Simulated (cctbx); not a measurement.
**Diagnosing a refinement**

Cell a = 4.5780 Å, b = 4.5780 Å, c = 20.4880 Å, α = 90.00°, β = 90.00°, γ = 90.00°; space group P-4m2 (no. 115). The compound is La4Zn3Sb8.

Simulated single-crystal data (cctbx): synchrotron X-rays, λ = 0.6889 Å, to d = 0.84 Å, 95 % of the full sphere, strongest reflection 5000 counts, noise from counting, a 4 % proportional error and a noise floor of 4 counts (s.d.); no absorption.

An isotropic refinement with weights 1/σ² prints:

```text
Rint 0.055, 492 unique reflections to 0.84 A
cycle     R1     wR2    GooF  max shift (A)
   1  0.6387  0.9205  18.339   0.41133
   4  0.0243  0.0504   1.005   0.00000
final R1 0.0243 wR2 0.0504 GooF 1.005  parameters 15  data/parameter 32.8
atom        x        y        z      Ueq    occ   su(xyz)  su(Uiso or U11)
La1    0.00000  0.50000  0.87600   0.0047  1.000  0.00004  0.0002
La2    0.00000  0.50000  0.37128   0.0039  1.000  0.00004  0.0002
Sb1    0.50000  0.50000  0.75272   0.0038  1.000  0.00009  0.0005
Sb2    0.00000  0.00000  0.75249   0.0043  1.000  0.00009  0.0005
Sb3    0.00000  0.50000  0.58863   0.0039  1.000  0.00005  0.0003
Sb4    0.00000  0.50000  0.07652   0.0040  1.000  0.00005  0.0003
Zn1    0.50000  0.50000  0.50000   0.0065  1.000  0.00000  0.0010
Zn2    0.50000  0.50000  0.00000   0.0058  1.000  0.00000  0.0007
Zn3    0.00000  0.00000  0.50000   0.0067  1.000  0.00000  0.0011
difference map: max 2.10 min -2.15 rms 0.35
Q1    0.5000  0.5000  0.4608    2    2.10  0.80 A from Zn1
Q2    0.0000  0.5000  0.1188    2    1.73  0.87 A from Sb4
Q3    0.0000  0.5000  0.8955    2    1.51  0.40 A from La1
Q4    0.0000  0.5000  0.3132    2    1.43  1.19 A from La2
Q5    0.0000  0.5000  0.0462    2    1.36  0.62 A from Sb4
Q6    0.0000  0.5000  0.5503    2    1.21  0.79 A from Sb3
```

**Question.** Can this result stand? If not, what is the likely fault?

It can stand. The set-up had a fault (start far from the minimum), but the refinement still reached the right minimum: R1 = 0.0243, wR2 = 0.0504, GooF = 1.00 against R1 = 0.0243, wR2 = 0.0504, GooF = 1.00 for the right model.

The compound is La4Zn3Sb8. The right model at the same level gives:

```text
Rint 0.055, 492 unique reflections to 0.84 A
cycle     R1     wR2    GooF  max shift (A)
   1  0.1579  0.3130   6.236   0.04747
   2  0.0243  0.0504   1.005   0.00001
final R1 0.0243 wR2 0.0504 GooF 1.005  parameters 15  data/parameter 32.8
atom        x        y        z      Ueq    occ   su(xyz)  su(Uiso or U11)
La1    0.00000  0.50000  0.87600   0.0047  1.000  0.00004  0.0002
La2    0.00000  0.50000  0.37128   0.0039  1.000  0.00004  0.0002
Sb1    0.50000  0.50000  0.75272   0.0038  1.000  0.00009  0.0005
Sb2    0.00000  0.00000  0.75249   0.0043  1.000  0.00009  0.0005
Sb3    0.00000  0.50000  0.58863   0.0039  1.000  0.00005  0.0003
Sb4    0.00000  0.50000  0.07652   0.0040  1.000  0.00005  0.0003
Zn1    0.50000  0.50000  0.50000   0.0065  1.000  0.00000  0.0010
Zn2    0.50000  0.50000  0.00000   0.0058  1.000  0.00000  0.0007
Zn3    0.00000  0.00000  0.50000   0.0067  1.000  0.00000  0.0011
difference map: max 2.10 min -2.15 rms 0.35
Q1    0.5000  0.5000  0.4608    2    2.10  0.80 A from Zn1
Q2    0.0000  0.5000  0.1188    2    1.73  0.87 A from Sb4
Q3    0.0000  0.5000  0.8955    2    1.51  0.40 A from La1
Q4    0.0000  0.5000  0.3132    2    1.43  1.19 A from La2
Q5    0.0000  0.5000  0.0462    2    1.36  0.62 A from Sb4
Q6    0.0000  0.5000  0.5503    2    1.21  0.79 A from Sb3
```

This is a model crystal, built by substitution and not relaxed, with assumed displacement parameters.

[Middle refinement cycles are left out of these outputs.]

[Logs are printed without paths, hosts, clocks, repeated set-up lines and the standing remarks that a program may print on its own settings, such as how far it seeks lower states.]
